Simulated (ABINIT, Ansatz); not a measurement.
**Converging GW for K2LiAlF6 (Fm-3m) in ABINIT**

Wanted: a converged G0W0 gap of K2LiAlF6 (Fm-3m), or an estimate of the limit.

Calculated with ABINIT 10.8.3; LDA and many-body steps on it, plane waves.

## (1) Set-up

Symmetry: Fm-3m, No. 225, cubic system. The conventional cell has a = 7.842 Å, b = 7.842 Å, c = 7.842 Å, α = 90.00°, β = 90.00°, γ = 90.00°. K has 12 F at 2.78 Å nearest. Li has 6 F at 2.11 Å nearest. Nearest to Al lie 6 F at 1.81 Å. Nearest to F lie 1 Al at 1.81 Å and 1 Li at 2.11 Å and 4 K at 2.78 Å. Farther neighbours and most contacts between anions are not listed.

Coordinates:

```cif
data_structure
_symmetry_space_group_name_H-M 'P 1'
_symmetry_Int_Tables_number 1
_cell_length_a 5.5451
_cell_length_b 5.5451
_cell_length_c 5.5451
_cell_angle_alpha 60.000
_cell_angle_beta 60.000
_cell_angle_gamma 60.000
_cell_volume 120.56
loop_
_atom_site_label
_atom_site_type_symbol
_atom_site_fract_x
_atom_site_fract_y
_atom_site_fract_z
_atom_site_occupancy
K1 K 0.25000 0.25000 0.25000 1
K2 K 0.75000 0.75000 0.75000 1
Li3 Li 0.50000 0.50000 0.50000 1
Al4 Al 0.00000 0.00000 0.00000 1
F5 F 0.76890 0.23110 0.23110 1
F6 F 0.23110 0.76890 0.23110 1
F7 F 0.23110 0.76890 0.76890 1
F8 F 0.76890 0.23110 0.76890 1
F9 F 0.23110 0.23110 0.76890 1
F10 F 0.76890 0.76890 0.23110 1
```

The cell and positions come from the Crystallography Open Database and are kept as given unless a step says otherwise.

## (2) Empty states on the mesh, 2×2×2 mesh, 250 bands

This step: ABINIT 10.8.3; DFT, LDA, plane waves, norm-conserving pseudopotentials.

The sums over transitions need many empty states on a uniform mesh; this step solves for them.

The input, run.abi:

```
acell 3*1.0 Angstrom
rprim 
  0.000000000000 3.921000000000 3.921000000000
  3.921000000000 0.000000000000 3.921000000000
  3.921000000000 3.921000000000 -0.000000000000
ntypat 4
znucl 19 3 13 9
natom 10
typat 1 1 2 3 4 4 4 4 4 4
xred 
  0.250000000000 0.250000000000 0.250000000000
  0.750000000000 0.750000000000 0.750000000000
  0.500000000000 0.500000000000 0.500000000000
  0.000000000000 -0.000000000000 0.000000000000
  0.768900000000 0.231100000000 0.231100000000
  0.231100000000 0.768900000000 0.231100000000
  0.231100000000 0.768900000000 0.768900000000
  0.768900000000 0.231100000000 0.768900000000
  0.231100000000 0.231100000000 0.768900000000
  0.768900000000 0.768900000000 0.231100000000
pp_dirpath "pseudos"
pseudos "K.upf, Li.upf, Al.upf, F.upf"
ecut 36
ngkpt 2 2 2
nshiftk 1
shiftk 0 0 0
kptopt 1
chksymbreak 0
iscf -2
irdden 1
istwfk *1
nband 250
nbdbuf 22
tolwfr 1e-09
nstep 60
prtvol 0
indata_prefix "in"
outdata_prefix "out"
tmpdata_prefix "tmp"
```

Launch:

```sh
> OMP_NUM_THREADS=1 mpirun -n 4 abinit run.abi > log
```

Numbers of over 12 decimals in the logs are rounded to 6 here.

The program printed:

```text
.Version 10.8.3 of ABINIT. v10.8.2 released Aug 2026.

 Symmetries : space group Fm -3 m (#225); Bravais cF (face-center cubic)
[... echo of the input left out ...]
== DATASET  1 ==================================================================
-   mpi_nproc: 4, omp_nthreads: 1 (-1 if OMP is not activated)
-    --> not optimal distribution: autoparal keyword recommended in input file <--

--- !DatasetInfo
iteration_state: {dtset: 1, }
dimensions: {natom: 10, nkpt: 3, mband: 250, nsppol: 1, nspinor: 1, nspden: 1, mpw: 8393, }
cutoff_energies: {ecut:  36.0, pawecutdg:  -1.0, }
[...]
2.89383    2.89383    2.89520    2.89520    2.91995    2.92588    2.92588    2.92588
   2.93208    2.93208    2.93208    2.95540    2.95547    2.95666    2.95675    2.95685
   2.97154    2.98092
 prteigrs : prtvol=0 or 1, do not print more k-points.

== END DATASET(S) ==============================================================
================================================================================

 -outvars: echo values of variables after computation  --------
            nband         250
             nkpt           3
          spgroup         225
 [... the other variables as echoed above ...]

 Calculation completed.
```

Elapsed: 3.6 min, on 4 MPI ranks of Arm Neoverse N1, shared host; peak memory 0.48 GiB; 14 min of CPU time.

Numbers from this step:

```
gap                                                           : 7.553 eV
k of the valence top                                          : 0, 0, 0
k of the conduction bottom                                    : 0, 0, 0
least direct gap                                              : 7.553 eV
k points computed                                             : 3
lowest point of the top converged band, above the valence top : 75.7097 eV
```

On this mesh the gap is 7.553 eV.

The density comes from a self-consistent run that is not shown.

## (3) Screening, 2×2×2 mesh, 57 bands, screening to 62.6 eV

The RPA dielectric matrix is built and inverted for each q.

This step: RPA screening on LDA, plane waves, norm-conserving pseudopotentials.

Changes to run.abi since step 2:

```diff
@@ -28,10 +28,11 @@
 chksymbreak 0
-iscf -2
-irdden 1
 istwfk *1
-nband 250
-nbdbuf 22
-tolwfr 1e-09
-nstep 60
-prtvol 0
+occopt 1
+irdwfk 1
+optdriver 3
+nband 57
+ecuteps 2.3
+inclvkb 2
+awtr 1
+symchi 1
 indata_prefix "in"
```

The program printed:

```text
.Version 10.8.3 of ABINIT. v10.8.2 released Aug 2026.

 Symmetries : space group Fm -3 m (#225); Bravais cF (face-center cubic)
[... echo of the input left out ...]
== DATASET  1 ==================================================================
-   mpi_nproc: 4, omp_nthreads: 1 (-1 if OMP is not activated)

--- !DatasetInfo
iteration_state: {dtset: 1, }
dimensions: {natom: 10, nkpt: 3, mband: 57, nsppol: 1, nspinor: 1, nspden: 1, mpw: 8393, }
cutoff_energies: {ecut:  36.0, pawecutdg:  -1.0, }
electrons: {nelect:   6.60000000E+01, charge:   0.00000000E+00, occopt:   1.00000000E+00, tsmear:   1.00000000E-02, }

 SCREENING: Calculation of the susceptibility and dielectric matrices

 Based on a program developped by R.W. Godby, V. Olevano, G. Onida, and L. Reining.
 Incorporated in ABINIT by V. Olevano, G.-M. Rignanese, and M. Torrent.
.Using double precision arithmetic ; gwpc =  8

[... cell and pseudopotentials left out ...]
--------------------------------------------------------------------------------

 ==== K-mesh for the wavefunctions ====
 Number of points in the irreducible wedge :     3
[... list of points left out ...]
 Together with 48 symmetry operations and time-reversal symmetry
 yields     8 points in the full Brillouin Zone.

 ==== Q-mesh for the screening function ====
 Number of points in the irreducible wedge :     3
[... list of points left out ...]
 Together with 48 symmetry operations and time-reversal symmetry
 yields     8 points in the full Brillouin Zone.

 setmesh: FFT mesh size selected  =    36x   36x   36
          total number of points  =        46656

 vcoul_init : cutoff-mode = AUXILIARY_FUNCTION
 q-points for optical limit:   1
     1)      0.000010    0.000020    0.000030

- screening: taking advantage of time-reversal symmetry
- Maximum band index for partially occupied states nbvw = 33
- Remaining bands to be divided among processors   nbcw = 24
- Number of bands treated by each node ~6

 Number of electrons calculated from density =   66.0000; Expected =   66.0000
 average of density, n =  0.081120
 r_s =    1.4331
 omega_plasma =   27.4738 [eV]

 calculating chi0 at frequencies [eV] :
  1    0.000000E+00    0.000000E+00
  2    0.000000E+00    2.747382E+01

--------------------------------------------------------------------------------
  q-point number  1        q = ( 0.000000, 0.000000, 0.000000) [r.l.u.]
--------------------------------------------------------------------------------
[... chi0 elements left out ...]
 For q-point:  0.000010 0.000020 0.000030
  dielectric constant =   1.8809
  dielectric constant without local fields =   1.9806

  Average fulfillment of the sum rule on Im[epsilon] for q-point    1 :     16.56  [%]
[... wings left out ...]
  q-point number  2        q = ( 0.500000, 0.000000, 0.000000) [r.l.u.]
--------------------------------------------------------------------------------
[... chi0 elements left out ...]
  Average fulfillment of the sum rule on Im[epsilon] for q-point    2 :     21.98  [%]

 [... 1 further q-points ...]
```

Run time: 19 s. Hardware: 4 MPI ranks; peak memory 1.1 GiB; 74 s of CPU time.

Numbers from this step:

| Item | Value |
| --- | --- |
| ε∞ with local fields, on this mesh, along the program's q direction | 1.881 |
| the same without local fields | 1.981 |
| plasma frequency | 27.47 eV |
| plane waves in the screening matrix | 137 |

Local fields lower ε∞ by 5 %. On a Γ-centred mesh this coarse the value itself is usually too large, while a short band sum pulls it down.

## (4) 57 bands, 62.6 eV

The self-energy is evaluated for the states that the input lists, and the levels follow from it, in one-shot runs by the linearised quasiparticle equation.

This step: G0W0 on LDA, plane waves, norm-conserving pseudopotentials.

Changes to run.abi since step 3:

```diff
@@ -31,8 +31,15 @@
 irdwfk 1
-optdriver 3
+optdriver 4
 nband 57
+gwcalctyp 0
+ecutsigx 36
+symsigma 1
+nkptgw 1
+kptgw 
+  0.0000000000 0.0000000000 0.0000000000
+bdgw 
+  31 36
 ecuteps 2.3
-inclvkb 2
-awtr 1
-symchi 1
+irdscr 1
+ppmodel 1
 indata_prefix "in"
```

The program printed:

```text
.Version 10.8.3 of ABINIT. v10.8.2 released Aug 2026.

 Symmetries : space group Fm -3 m (#225); Bravais cF (face-center cubic)
[... echo of the input left out ...]
== DATASET  1 ==================================================================
-   mpi_nproc: 4, omp_nthreads: 1 (-1 if OMP is not activated)

--- !DatasetInfo
iteration_state: {dtset: 1, }
dimensions: {natom: 10, nkpt: 3, mband: 57, nsppol: 1, nspinor: 1, nspden: 1, mpw: 8393, }
cutoff_energies: {ecut:  36.0, pawecutdg:  -1.0, }
electrons: {nelect:   6.60000000E+01, charge:   0.00000000E+00, occopt:   1.00000000E+00, tsmear:   1.00000000E-02, }

 SIGMA: Calculation of the GW corrections

 Based on a program developped by R.W. Godby, V. Olevano, G. Onida, and L. Reining.
 Incorporated in ABINIT by V. Olevano, G.-M. Rignanese, and M. Torrent.
.Using double precision arithmetic ; gwpc =  8

[... cell and pseudopotentials left out ...]
--------------------------------------------------------------------------------

 ==== K-mesh for the wavefunctions ====
 Number of points in the irreducible wedge :     3
[... list of points left out ...]
 Together with 48 symmetry operations and time-reversal symmetry
 yields     8 points in the full Brillouin Zone.

 ==== Q-mesh for screening function ====
 Number of points in the irreducible wedge :     3
[... list of points left out ...]
 Together with 48 symmetry operations and time-reversal symmetry
 yields     8 points in the full Brillouin Zone.

 vcoul_init : cutoff-mode = AUXILIARY_FUNCTION
 q-points for optical limit:   1
     1)      0.000010    0.000020    0.000030
 setmesh: FFT mesh size selected  =    60x   60x   60
          total number of points  =       216000

 Number of electrons calculated from density =   66.0000; Expected =   66.0000
 average of density, n =  0.081120
 r_s =    1.4331
 omega_plasma =   27.4738 [eV]

 === KS Band Gaps ===
  >>>> For spin  1
   Minimum direct gap =   7.5533 [eV], located at k-point      :   0.0000  0.0000  0.0000
   Fundamental gap    =   7.5533 [eV], Top of valence bands at :   0.0000  0.0000  0.0000
                                       Bottom of conduction at :   0.0000  0.0000  0.0000
 SIGMA fundamental parameters:
 PLASMON POLE MODEL  1
 number of plane-waves for SigmaX                 8393
 number of plane-waves for SigmaC and W            137
 number of plane-waves for wavefunctions          8393
 number of bands                                    57
 number of independent spin polarizations            1
 number of spinorial components                      1
 number of k-points in IBZ                           3
 number of q-points in IBZ                           3
 number of symmetry operations                      48
 number of k-points in BZ                            8
 number of q-points in BZ                            8
 number of frequencies for dSigma/dE                 9
 frequency step for dSigma/dE [eV]                0.25
 number of omega for Sigma on real axis              0
 max omega for Sigma on real axis  [eV]           0.00
 zcut for avoiding poles [eV]                     0.10

 EPSILON^-1 parameters (SCR file):
 dimension of the eps^-1 matrix on file            137
 dimension of the eps^-1 matrix used               137
 number of plane-waves for wavefunctions          8393
 number of bands                                    57
 number of q-points in IBZ                           3
 number of frequencies                               2
 number of real frequencies                          1
 number of imag frequencies                          1

 matrix elements of self-energy operator (all in [eV])

 Perturbative Calculation

--- !SelfEnergy_ee
iteration_state: {dtset: 1, }
kpoint     : [   0.000,    0.000,    0.000, ]
spin       : 1
KS_gap     :    7.553
QP_gap     :   13.178
Delta_QP_KS:    5.625
data: !SigmaeeData |
     Band     E0 <VxcDFT>   SigX SigC(E0)      Z dSigC/dE  Sig(E)    E-E0       E
       31   0.311 -22.825 -30.265   4.368   0.829  -0.206 -25.372  -2.548  -2.237
       32   0.311 -22.825 -30.265   4.368   0.829  -0.206 -25.372  -2.548  -2.237
       33   0.311 -22.825 -30.265   4.368   0.829  -0.206 -25.372  -2.548  -2.237
       34   7.864 -11.404  -6.118  -1.904   0.910  -0.099  -8.327   3.077  10.941
       35  10.340 -10.711  -4.753  -1.625   0.915  -0.093  -6.747   3.964  14.304
       36  10.340 -10.711  -4.753  -1.625   0.915  -0.093  -6.747   3.964  14.304

== END DATASET(S) ==============================================================
================================================================================

 -outvars: echo values of variables after computation  --------
           etotal      0.0000000000E+00
            nband          57
             nkpt           3
          spgroup         225
 [... the other variables as echoed above ...]

 Calculation completed.
```

Elapsed: 7.8 s, on 4 MPI ranks; peak memory 1.2 GiB.

Numbers from this step:

* G0W0 gap on the points computed: 13.18 eV
* starting gap on the mesh: 7.553 eV
* k of the valence top: 0, 0, 0
* k of the conduction bottom: 0, 0, 0
* Z at the valence top: 0.829
* Z at the conduction bottom: 0.91
* least direct G0W0 gap on the computed points: 13.18 eV

The gap on the mesh goes from 7.55 eV to 13.18 eV, a correction of +5.62 eV.

## (5) Screening, 2×2×2 mesh, 112 bands, screening to 114.3 eV

This step: RPA screening on LDA, plane waves, norm-conserving pseudopotentials.

Changes to run.abi since step 4:

```diff
@@ -31,15 +31,8 @@
 irdwfk 1
-optdriver 4
-nband 57
-gwcalctyp 0
-ecutsigx 36
-symsigma 1
-nkptgw 1
-kptgw 
-  0.0000000000 0.0000000000 0.0000000000
-bdgw 
-  31 36
-ecuteps 2.3
-irdscr 1
-ppmodel 1
+optdriver 3
+nband 112
+ecuteps 4.2
+inclvkb 2
+awtr 1
+symchi 1
 indata_prefix "in"
```

The program printed:

```text
.Version 10.8.3 of ABINIT. v10.8.2 released Aug 2026.

 Symmetries : space group Fm -3 m (#225); Bravais cF (face-center cubic)
[... echo of the input left out ...]
== DATASET  1 ==================================================================
-   mpi_nproc: 4, omp_nthreads: 1 (-1 if OMP is not activated)

--- !DatasetInfo
iteration_state: {dtset: 1, }
dimensions: {natom: 10, nkpt: 3, mband: 112, nsppol: 1, nspinor: 1, nspden: 1, mpw: 8393, }
cutoff_energies: {ecut:  36.0, pawecutdg:  -1.0, }
electrons: {nelect:   6.60000000E+01, charge:   0.00000000E+00, occopt:   1.00000000E+00, tsmear:   1.00000000E-02, }

 SCREENING: Calculation of the susceptibility and dielectric matrices

 Based on a program developped by R.W. Godby, V. Olevano, G. Onida, and L. Reining.
 Incorporated in ABINIT by V. Olevano, G.-M. Rignanese, and M. Torrent.
.Using double precision arithmetic ; gwpc =  8

[... cell and pseudopotentials left out ...]
--------------------------------------------------------------------------------

 ==== K-mesh for the wavefunctions ====
 Number of points in the irreducible wedge :     3
[... list of points left out ...]
 Together with 48 symmetry operations and time-reversal symmetry
 yields     8 points in the full Brillouin Zone.

 ==== Q-mesh for the screening function ====
 Number of points in the irreducible wedge :     3
[... list of points left out ...]
 Together with 48 symmetry operations and time-reversal symmetry
 yields     8 points in the full Brillouin Zone.

 setmesh: FFT mesh size selected  =    40x   40x   40
          total number of points  =        64000

 vcoul_init : cutoff-mode = AUXILIARY_FUNCTION
 q-points for optical limit:   1
     1)      0.000010    0.000020    0.000030

- screening: taking advantage of time-reversal symmetry
- Maximum band index for partially occupied states nbvw = 33
- Remaining bands to be divided among processors   nbcw = 79
- Number of bands treated by each node ~19

 Number of electrons calculated from density =   66.0000; Expected =   66.0000
 average of density, n =  0.081120
 r_s =    1.4331
 omega_plasma =   27.4738 [eV]

 calculating chi0 at frequencies [eV] :
  1    0.000000E+00    0.000000E+00
  2    0.000000E+00    2.747382E+01

--------------------------------------------------------------------------------
  q-point number  1        q = ( 0.000000, 0.000000, 0.000000) [r.l.u.]
--------------------------------------------------------------------------------
[... chi0 elements left out ...]
 For q-point:  0.000010 0.000020 0.000030
  dielectric constant =   2.0524
  dielectric constant without local fields =   2.2002

  Average fulfillment of the sum rule on Im[epsilon] for q-point    1 :     36.56  [%]
[... wings left out ...]
  q-point number  2        q = ( 0.500000, 0.000000, 0.000000) [r.l.u.]
--------------------------------------------------------------------------------
[... chi0 elements left out ...]
  Average fulfillment of the sum rule on Im[epsilon] for q-point    2 :     42.47  [%]

 [... 1 further q-points ...]
```

Elapsed: 54 s, on 4 MPI ranks; peak memory 1.5 GiB; 3.6 min of CPU time.

This step gave:

```
ε∞ with local fields, on this mesh, along the program's q direction : 2.052
the same without local fields                                       : 2.200
plasma frequency                                                    : 27.47 eV
plane waves in the screening matrix                                 : 331
```

[end of part 1 of 2]

[Paths, hosts, dates, memory and timing lines, banners, echoed tables and standing remarks are left out of the program output.]

[Logs are printed without paths, hosts, clocks, repeated set-up lines and the standing remarks that a program may print on its own settings, such as how far it seeks lower states.]

[Runs of the session that timed out or met a known fault of the program may be left out.]

[No measured gap is set beside runs whose start may be inverted or whose files or cutoffs have a known fault.]

[Hosts, paths, dates, database ids (printed as entryN), source tags and the programs' standing remarks are cut or masked in the printed files.]

[G0W0 gaps are taken among the corrected bands and points alone; a level outside them can change the order at an edge.]

[Where Ansatz stands beside ABINIT at settings called matched, ABINIT's density can come from a denser mesh and the files from another edition; pairs whose starting gaps differed by over 0.03 eV were left out, so agreement reads better than it is.]
